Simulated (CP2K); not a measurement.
The C K edge of 2-isocyanopyrrole was computed by TDDFT (CP2K XAS_TDP, aug-cc-pVDZ, TDA) at these levels: PBE0, PBEh(45%) and PBEh(45%) + GW2X. The first three lines of C1 (bonded to N) with a strength over 0.0015, energy in eV and strength:

```tsv
run	first	second	third
1	281.45 (0.073)	281.61 (0.065)	287.40 (0.007)
2	288.44 (0.071)	288.60 (0.063)	294.39 (0.006)
3	276.36 (0.049)	276.48 (0.060)	280.34 (0.005)
```

**Question.** Which run is which?

Run 1: PBEh(45%) (45 % exact exchange). Run 2: PBEh(45%) + GW2X (45 % exact exchange). Run 3: PBE0 (25 % exact exchange). Self-interaction lifts the core level, so the uncorrected lines rise with the share of exact exchange. The GW2X run keeps the spacings of its parent: 0.16 eV between the first two lines in run 2, 0.16 eV in run 1. Its shift is +6.99 eV, since the Kohn–Sham level at this share of exchange lies that far above the quasiparticle level.

[Banner, clock and machine lines of the logs are left out without a mark of their own.]

[Logs are printed without paths, hosts, clocks, repeated set-up lines and the standing remarks that a program may print on its own settings, such as how far it seeks lower states.]

[Hosts, paths, dates, database ids (printed as entryN), source tags and the programs' standing remarks are cut or masked in the printed files.]
